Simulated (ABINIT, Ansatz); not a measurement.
# YGaS3 (Pm-3m): zone-centre phonons, part 4 of 5

Wanted: the vibrations of YGaS3 (Pm-3m) at Γ, by two programs.

ABINIT 10.8.3; DFT LDA, scalar-relativistic, plane waves, PseudoDojo norm-conserving pseudopotentials.

So far. Step 4 (Zone-centre response): The acoustic modes at Γ come out as far as 4.0 cm⁻¹ from zero, where they should vanish, a small numerical error. The lowest optical mode is imaginary, 159i cm⁻¹, an instability at this level and on this k mesh. Step 5 (Zone-centre analysis): The rule moves no optical mode by more than 0.2 cm⁻¹. The relaxed cell has a = 4.591 Å (conventional setting).

The structure was built from a prototype and need not be the compound's stable phase.

### Step 6. Sum rules set otherwise (asr 0)

Without the rule the raw error of the acoustic modes shows.

Contents of anaddb.abi:

```
ddb_filepath "gamma_DDB"
output_file "anaddb.abo"
outdata_prefix "anaddb"
asr 0
chneut 0
enunit 2
eivec 1
nph1l 1
qph1l 0.0 0.0 0.0 1.0
```

Contents of mrgddb.in:

```
gamma_DDB
merged
2
dfpt_gammao_DDB
gso_DDB
```

Started as:

```bash
$ mrgddb < mrgddb.in > mrgddb.log
$ OMP_NUM_THREADS=1 anaddb anaddb.abi > anaddb.log
```

anaddb.abo, the main output file:

```text
-outvars_anaddb: echo values of input variables ----------------------

 Miscellaneous information :
      enunit         2
       eivec         1
      chneut         0
 First list of wavevector (reduced coord.) :
       nph1l         1
       qph1l
                     0.00000000E+00  0.00000000E+00  0.00000000E+00    1.000E+00

================================================================================

 read the DDB information and perform some checks

  ==== Info on the Cryst% object ====
 Real(R)+Recip(G) space primitive vectors, cartesian coordinates (Bohr,Bohr^-1):
 R(1)=  8.6749161  0.0000000  0.0000000  G(1)=  0.1152749  0.0000000  0.0000000
 R(2)=  0.0000000  8.6749161  0.0000000  G(2)=  0.0000000  0.1152749  0.0000000
 R(3)=  0.0000000  0.0000000  8.6749161  G(3)=  0.0000000  0.0000000  0.1152749
 Unit cell volume ucvol=  6.5282361E+02 bohr^3
 Angles (23,13,12)=  9.00000000E+01  9.00000000E+01  9.00000000E+01 degrees
 Time-reversal symmetry is present
 Reduced atomic positions [iatom, xred, symbol]:
    1)    0.0000000  0.0000000  0.0000000   Y
    2)    0.5000000  0.5000000  0.5000000  Ga
    3)    0.5000000  0.5000000  0.0000000   S
    4)    0.5000000  0.0000000  0.5000000   S
    5)    0.0000000  0.5000000  0.5000000   S

 DDB file with 3 blocks has been read.

================================================================================

 Treat the first list of vectors

  Phonon wavevector (reduced coordinates) :  0.00000  0.00000  0.00000
 Phonon energies in Hartree :
  -7.262140E-04 -7.262140E-04 -7.262140E-04 -6.765712E-04 -6.765712E-04
  -6.765712E-04 -1.829596E-05 -1.829596E-05 -1.829596E-05  3.345047E-04
   3.345047E-04  3.345047E-04  1.851159E-03  1.851159E-03  1.851159E-03
 Phonon energies in meV     :
- -1.976129E+01 -1.976129E+01 -1.976129E+01 -1.841044E+01 -1.841044E+01
- -1.841044E+01 -4.978584E-01 -4.978584E-01 -4.978584E-01  9.102336E+00
-  9.102336E+00  9.102336E+00  5.037259E+01  5.037259E+01  5.037259E+01
 Phonon frequencies in cm-1    :
- -1.593855E+02 -1.593855E+02 -1.593855E+02 -1.484902E+02 -1.484902E+02
- -1.484902E+02 -4.015499E+00 -4.015499E+00 -4.015498E+00  7.341529E+01
-  7.341529E+01  7.341529E+01  4.062823E+02  4.062823E+02  4.062823E+02
 Phonon frequencies in Thz     :
- -4.778259E+00 -4.778259E+00 -4.778259E+00 -4.451625E+00 -4.451625E+00
- -4.451625E+00 -1.203816E-01 -1.203816E-01 -1.203816E-01  2.200935E+00
-  2.200935E+00  2.200935E+00  1.218004E+01  1.218004E+01  1.218004E+01
 Phonon energies in Kelvin  :
- -2.293202E+02 -2.293202E+02 -2.293202E+02 -2.136443E+02 -2.136443E+02
- -2.136443E+02 -5.777407E+00 -5.777406E+00 -5.777406E+00  1.056282E+02
-  1.056282E+02  1.056282E+02  5.845496E+02  5.845496E+02  5.845496E+02

 Eigendisplacements
 (will be given, for each mode : in cartesian coordinates
   for each atom the real part of the displacement vector,
   then the imaginary part of the displacement vector - absolute values smaller than 1.0d-7 are set to zero)
  Mode number    1   Energy   -7.262140E-04
 Attention : low frequency mode.
   (Could be unstable or acoustic mode)
-  1  0.00000000E+00  0.00000000E+00 -1.61255901E-03
-     0.00000000E+00  0.00000000E+00  0.00000000E+00
-  2  0.00000000E+00  0.00000000E+00 -1.94066719E-04
-     0.00000000E+00  0.00000000E+00  0.00000000E+00
-  3  0.00000000E+00  0.00000000E+00  5.27641566E-04
-     0.00000000E+00  0.00000000E+00  0.00000000E+00
-  4  0.00000000E+00  0.00000000E+00  2.18378661E-03
-     0.00000000E+00  0.00000000E+00  0.00000000E+00
-  5  0.00000000E+00  0.00000000E+00  2.18378661E-03
-     0.00000000E+00  0.00000000E+00  0.00000000E+00
  Mode number    2   Energy   -7.262140E-04
 Attention : low frequency mode.
   (Could be unstable or acoustic mode)
-  1  0.00000000E+00  1.61255901E-03  0.00000000E+00
-     0.00000000E+00  0.00000000E+00  0.00000000E+00
-  2  0.00000000E+00  1.94066719E-04  0.00000000E+00
-     0.00000000E+00  0.00000000E+00  0.00000000E+00
-  3  0.00000000E+00 -2.18378661E-03  0.00000000E+00
-     0.00000000E+00  0.00000000E+00  0.00000000E+00
-  4  0.00000000E+00 -5.27641566E-04  0.00000000E+00
-     0.00000000E+00  0.00000000E+00  0.00000000E+00
-  5  0.00000000E+00 -2.18378661E-03  0.00000000E+00
-     0.00000000E+00  0.00000000E+00  0.00000000E+00
  Mode number    3   Energy   -7.262140E-04
 Attention : low frequency mode.
   (Could be unstable or acoustic mode)
-  1  1.61255901E-03  0.00000000E+00  0.00000000E+00
-     0.00000000E+00  0.00000000E+00  0.00000000E+00
-  2  1.94066719E-04  0.00000000E+00  0.00000000E+00
-     0.00000000E+00  0.00000000E+00  0.00000000E+00
-  3 -2.18378661E-03  0.00000000E+00  0.00000000E+00
-     0.00000000E+00  0.00000000E+00  0.00000000E+00
-  4 -2.18378661E-03  0.00000000E+00  0.00000000E+00
-     0.00000000E+00  0.00000000E+00  0.00000000E+00
-  5 -5.27641566E-04  0.00000000E+00  0.00000000E+00
-     0.00000000E+00  0.00000000E+00  0.00000000E+00
  Mode number    4   Energy   -6.765712E-04
 Attention : low frequency mode.
   (Could be unstable or acoustic mode)
-  1  0.00000000E+00  0.00000000E+00  0.00000000E+00
-     0.00000000E+00  0.00000000E+00  0.00000000E+00
-  2  0.00000000E+00  0.00000000E+00  0.00000000E+00
-     0.00000000E+00  0.00000000E+00  0.00000000E+00
-  3  0.00000000E+00  0.00000000E+00  0.00000000E+00
-     0.00000000E+00  0.00000000E+00  0.00000000E+00
-  4  0.00000000E+00  0.00000000E+00  2.92470830E-03
-     0.00000000E+00  0.00000000E+00  0.00000000E+00
-  5  0.00000000E+00  0.00000000E+00 -2.92470830E-03
-     0.00000000E+00  0.00000000E+00  0.00000000E+00
  Mode number    5   Energy   -6.765712E-04
 Attention : low frequency mode.
   (Could be unstable or acoustic mode)
-  1  0.00000000E+00  0.00000000E+00  0.00000000E+00
-     0.00000000E+00  0.00000000E+00  0.00000000E+00
-  2  0.00000000E+00  0.00000000E+00  0.00000000E+00
-     0.00000000E+00  0.00000000E+00  0.00000000E+00
-  3  0.00000000E+00  2.92470830E-03  0.00000000E+00
-     0.00000000E+00  0.00000000E+00  0.00000000E+00
-  4  0.00000000E+00  0.00000000E+00  0.00000000E+00
-     0.00000000E+00  0.00000000E+00  0.00000000E+00
-  5  0.00000000E+00 -2.92470830E-03  0.00000000E+00
-     0.00000000E+00  0.00000000E+00  0.00000000E+00
  Mode number    6   Energy   -6.765712E-04
 Attention : low frequency mode.
   (Could be unstable or acoustic mode)
-  1  0.00000000E+00  0.00000000E+00  0.00000000E+00
-     0.00000000E+00  0.00000000E+00  0.00000000E+00
-  2  0.00000000E+00  0.00000000E+00  0.00000000E+00
-     0.00000000E+00  0.00000000E+00  0.00000000E+00
-  3  2.92470830E-03  0.00000000E+00  0.00000000E+00
-     0.00000000E+00  0.00000000E+00  0.00000000E+00
-  4 -2.92470830E-03  0.00000000E+00  0.00000000E+00
-     0.00000000E+00  0.00000000E+00  0.00000000E+00
-  5  0.00000000E+00  0.00000000E+00  0.00000000E+00
-     0.00000000E+00  0.00000000E+00  0.00000000E+00
  Mode number    7   Energy   -1.829596E-05
 Attention : low frequency mode.
   (Could be unstable or acoustic mode)
-  1  0.00000000E+00  0.00000000E+00  1.47121823E-03
-     0.00000000E+00  0.00000000E+00  0.00000000E+00
-  2  0.00000000E+00  0.00000000E+00  1.46085398E-03
-     0.00000000E+00  0.00000000E+00  0.00000000E+00
-  3  0.00000000E+00  0.00000000E+00  1.46370414E-03
-     0.00000000E+00  0.00000000E+00  0.00000000E+00
-  4  0.00000000E+00  0.00000000E+00  1.47035661E-03
-     0.00000000E+00  0.00000000E+00  0.00000000E+00
-  5  0.00000000E+00  0.00000000E+00  1.47035661E-03
-     0.00000000E+00  0.00000000E+00  0.00000000E+00
  Mode number    8   Energy   -1.829596E-05
 Attention : low frequency mode.
   (Could be unstable or acoustic mode)
-  1  0.00000000E+00  1.47121823E-03  0.00000000E+00
-     0.00000000E+00  0.00000000E+00  0.00000000E+00
-  2  0.00000000E+00  1.46085398E-03  0.00000000E+00
-     0.00000000E+00  0.00000000E+00  0.00000000E+00
-  3  0.00000000E+00  1.47035661E-03  0.00000000E+00
-     0.00000000E+00  0.00000000E+00  0.00000000E+00
-  4  0.00000000E+00  1.46370414E-03  0.00000000E+00
-     0.00000000E+00  0.00000000E+00  0.00000000E+00
-  5  0.00000000E+00  1.47035661E-03  0.00000000E+00
-     0.00000000E+00  0.00000000E+00  0.00000000E+00
  Mode number    9   Energy   -1.829596E-05
 Attention : low frequency mode.
   (Could be unstable or acoustic mode)
-  1  1.47121823E-03  0.00000000E+00  0.00000000E+00
-     0.00000000E+00  0.00000000E+00  0.00000000E+00
-  2  1.46085398E-03  0.00000000E+00  0.00000000E+00
-     0.00000000E+00  0.00000000E+00  0.00000000E+00
-  3  1.47035661E-03  0.00000000E+00  0.00000000E+00
-     0.00000000E+00  0.00000000E+00  0.00000000E+00
-  4  1.47035661E-03  0.00000000E+00  0.00000000E+00
-     0.00000000E+00  0.00000000E+00  0.00000000E+00
-  5  1.46370414E-03  0.00000000E+00  0.00000000E+00
-     0.00000000E+00  0.00000000E+00  0.00000000E+00
  Mode number   10   Energy    3.345047E-04
-  1  0.00000000E+00  0.00000000E+00 -1.18490931E-03
-     0.00000000E+00  0.00000000E+00  0.00000000E+00
-  2  0.00000000E+00  0.00000000E+00  2.11422563E-03
-     0.00000000E+00  0.00000000E+00  0.00000000E+00
-  3  0.00000000E+00  0.00000000E+00  9.77909262E-04
-     0.00000000E+00  0.00000000E+00  0.00000000E+00
-  4  0.00000000E+00  0.00000000E+00 -1.12683423E-03
-     0.00000000E+00  0.00000000E+00  0.00000000E+00
-  5  0.00000000E+00  0.00000000E+00 -1.12683423E-03
-     0.00000000E+00  0.00000000E+00  0.00000000E+00
  Mode number   11   Energy    3.345047E-04
-  1  0.00000000E+00 -1.18490931E-03  0.00000000E+00
-     0.00000000E+00  0.00000000E+00  0.00000000E+00
-  2  0.00000000E+00  2.11422563E-03  0.00000000E+00
-     0.00000000E+00  0.00000000E+00  0.00000000E+00
-  3  0.00000000E+00 -1.12683423E-03  0.00000000E+00
-     0.00000000E+00  0.00000000E+00  0.00000000E+00
-  4  0.00000000E+00  9.77909262E-04  0.00000000E+00
-     0.00000000E+00  0.00000000E+00  0.00000000E+00
-  5  0.00000000E+00 -1.12683423E-03  0.00000000E+00
-     0.00000000E+00  0.00000000E+00  0.00000000E+00
  Mode number   12   Energy    3.345047E-04
-  1  1.18490931E-03  0.00000000E+00  0.00000000E+00
-     0.00000000E+00  0.00000000E+00  0.00000000E+00
-  2 -2.11422563E-03  0.00000000E+00  0.00000000E+00
-     0.00000000E+00  0.00000000E+00  0.00000000E+00
-  3  1.12683423E-03  0.00000000E+00  0.00000000E+00
-     0.00000000E+00  0.00000000E+00  0.00000000E+00
-  4  1.12683423E-03  0.00000000E+00  0.00000000E+00
-     0.00000000E+00  0.00000000E+00  0.00000000E+00
-  5 -9.77909262E-04  0.00000000E+00  0.00000000E+00
-     0.00000000E+00  0.00000000E+00  0.00000000E+00
  Mode number   13   Energy    1.851159E-03
-  1  0.00000000E+00  0.00000000E+00  3.88183644E-05
-     0.00000000E+00  0.00000000E+00  0.00000000E+00
-  2  0.00000000E+00  0.00000000E+00  1.10737725E-03
-     0.00000000E+00  0.00000000E+00  0.00000000E+00
-  3  0.00000000E+00  0.00000000E+00 -3.70549528E-03
-     0.00000000E+00  0.00000000E+00  0.00000000E+00
-  4  0.00000000E+00  0.00000000E+00  5.94382626E-04
-     0.00000000E+00  0.00000000E+00  0.00000000E+00
-  5  0.00000000E+00  0.00000000E+00  5.94382626E-04
-     0.00000000E+00  0.00000000E+00  0.00000000E+00
  Mode number   14   Energy    1.851159E-03
-  1  0.00000000E+00 -3.88183642E-05  0.00000000E+00
-     0.00000000E+00  0.00000000E+00  0.00000000E+00
-  2  1.04017773E-07 -1.10737724E-03  0.00000000E+00
-     0.00000000E+00  0.00000000E+00  0.00000000E+00
-  3  0.00000000E+00 -5.94382624E-04  0.00000000E+00
-     0.00000000E+00  0.00000000E+00  0.00000000E+00
-  4  0.00000000E+00  3.70549527E-03  0.00000000E+00
-     0.00000000E+00  0.00000000E+00  0.00000000E+00
-  5 -3.48063289E-07 -5.94382624E-04  0.00000000E+00
-     0.00000000E+00  0.00000000E+00  0.00000000E+00
  Mode number   15   Energy    1.851159E-03
-  1  3.88183642E-05  0.00000000E+00  0.00000000E+00
-     0.00000000E+00  0.00000000E+00  0.00000000E+00
-  2  1.10737724E-03  1.04017773E-07  0.00000000E+00
-     0.00000000E+00  0.00000000E+00  0.00000000E+00
-  3  5.94382624E-04  0.00000000E+00  0.00000000E+00
-     0.00000000E+00  0.00000000E+00  0.00000000E+00
-  4  5.94382624E-04 -3.48063289E-07  0.00000000E+00
-     0.00000000E+00  0.00000000E+00  0.00000000E+00
-  5 -3.70549527E-03  0.00000000E+00  0.00000000E+00
-     0.00000000E+00  0.00000000E+00  0.00000000E+00

 Analysis of degeneracies and characters (maximum tolerance=1.00E-06 a.u.)
 For each vibration mode, or group of modes if degenerate,
 the characters are given for each symmetry operation (see the list in the log file).
 Symmetry characters of vibration mode #   1
       degenerate with vibration modes #   2 to    3
  3.0 -3.0 -1.0  1.0 -1.0  1.0 -1.0  1.0  1.0 -1.0 -1.0  1.0  1.0 -1.0 -1.0  1.0
  0.0 -0.0  0.0 -0.0 -0.0  0.0 -0.0  0.0  1.0 -1.0 -1.0  1.0 -1.0  1.0  1.0 -1.0
  0.0 -0.0 -0.0  0.0 -0.0  0.0  0.0 -0.0  1.0 -1.0  1.0 -1.0 -1.0  1.0 -1.0  1.0
 Symmetry characters of vibration mode #   4
       degenerate with vibration modes #   5 to    6
  3.0 -3.0 -1.0  1.0 -1.0  1.0 -1.0  1.0 -1.0  1.0  1.0 -1.0 -1.0  1.0  1.0 -1.0
 -0.0  0.0 -0.0  0.0 -0.0  0.0  0.0 -0.0 -1.0  1.0  1.0 -1.0  1.0 -1.0 -1.0  1.0
 -0.0  0.0 -0.0  0.0  0.0 -0.0 -0.0  0.0 -1.0  1.0 -1.0  1.0  1.0 -1.0  1.0 -1.0
 Symmetry characters of vibration mode #   7
       degenerate with vibration modes #   8 to    9
  3.0 -3.0 -1.0  1.0 -1.0  1.0 -1.0  1.0  1.0 -1.0 -1.0  1.0  1.0 -1.0 -1.0  1.0
  0.0 -0.0  0.0 -0.0 -0.0  0.0 -0.0  0.0  1.0 -1.0 -1.0  1.0 -1.0  1.0  1.0 -1.0
  0.0 -0.0 -0.0  0.0 -0.0  0.0  0.0 -0.0  1.0 -1.0  1.0 -1.0 -1.0  1.0 -1.0  1.0
 Symmetry characters of vibration mode #  10
       degenerate with vibration modes #  11 to   12
  3.0 -3.0 -1.0  1.0 -1.0  1.0 -1.0  1.0  1.0 -1.0 -1.0  1.0  1.0 -1.0 -1.0  1.0
  0.0 -0.0  0.0 -0.0 -0.0  0.0 -0.0  0.0  1.0 -1.0 -1.0  1.0 -1.0  1.0  1.0 -1.0
  0.0 -0.0 -0.0  0.0 -0.0  0.0  0.0 -0.0  1.0 -1.0  1.0 -1.0 -1.0  1.0 -1.0  1.0
 Symmetry characters of vibration mode #  13
       degenerate with vibration modes #  14 to   15
  3.0 -3.0 -1.0  1.0 -1.0  1.0 -1.0  1.0  1.0 -1.0 -1.0  1.0  1.0 -1.0 -1.0  1.0
  0.0 -0.0  0.0 -0.0 -0.0  0.0 -0.0  0.0  1.0 -1.0 -1.0  1.0 -1.0  1.0  1.0 -1.0
  0.0 -0.0 -0.0  0.0 -0.0  0.0  0.0 -0.0  1.0 -1.0  1.0 -1.0 -1.0  1.0 -1.0  1.0
-
```

It took 0.5 s on 1 thread of Arm Neoverse V1, shared host.

Numbers from this step:

- highest optical zone-centre mode (no LO-TO term): 406.3 cm⁻¹
- lowest optical zone-centre mode: -159.4 cm⁻¹

Zone-centre frequencies as printed; negative means imaginary. Modes:

| mode | frequency (cm⁻¹) |
| --- | --- |
| 1 | -159.4 |
| 2 | -159.4 |
| 3 | -159.4 |
| 4 | -148.5 |
| 5 | -148.5 |
| 6 | -148.5 |
| 7 | -4.02 |
| 8 | -4.02 |
| 9 | -4.02 |
| 10 | 73.42 |
| 11 | 73.42 |
| 12 | 73.42 |
| 13 | 406.3 |
| 14 | 406.3 |
| 15 | 406.3 |

(Part 4 of 5 ends here.)

[Host names and launcher messages were left out of these logs when they were recorded.]

[Logs are printed without paths, hosts, clocks, repeated set-up lines and the standing remarks that a program may print on its own settings, such as how far it seeks lower states.]

[Hosts, paths, dates, database ids (printed as entryN), source tags and the programs' standing remarks are cut or masked in the printed files.]
